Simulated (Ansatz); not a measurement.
In doubt: one-shot GW on d or f shells is unsure, so the values of those runs are not to be relied on.

Rows from a G0W0 calculation on BaSrCeSnO6 (F-43m) (Ansatz 0.2.0; G0W0 on PBE, plane waves, PAW; PAW set soft_1; 4×4×4 mesh, 872 empty bands, screening to 180 eV, plasmon pole, PAW set soft_1 files), in eV. Spin-orbit coupling is left out.

| row | k | band | start | Σx | Σc at the solution | Vxc |
| --- | --- | --- | --- | --- | --- | --- |
| A | (0.000, 0.250, -0.250) | c2 | 11.127 | -23.462 | -11.564 | -37.685 |
| B | Γ | c1 | 10.857 | -22.437 | -12.177 | -37.286 |
| C | Γ | v1 | 8.601 | -25.545 | 4.638 | -20.362 |
| D | Γ | c2 | 11.175 | -23.541 | -11.485 | -37.669 |
| E | (0.000, 0.250, -0.250) | v1 | 8.452 | -26.674 | 3.668 | -22.694 |
| F | (0.000, 0.250, -0.250) | c1 | 10.864 | -22.502 | -12.198 | -37.376 |

Q: Give the quasiparticle energies and the shift of each level.

The quasiparticle equation reads E = start + Σx + Σc(E) − Vxc.

| row | E (eV) | shift (eV) |
| --- | --- | --- |
| A | 13.786 | +2.659 |
| B | 13.528 | +2.672 |
| C | 8.055 | −0.546 |
| D | 13.817 | +2.643 |
| E | 8.139 | −0.312 |
| F | 13.540 | +2.676 |

The gap over the computed points goes from 2.26 eV to 5.39 eV.

Limits: not at the basis limit; f levels unsure; no spin polarisation; f levels unsure; no spin-orbit coupling.

[Runs of the session that timed out or met a known fault of the program may be left out.]

[Cells called generated may have been cut or substituted from an entry of the Crystallography Open Database or the Materials Project.]

[Hosts, paths, dates, database ids (printed as entryN), source tags and the programs' standing remarks are cut or masked in the printed files.]
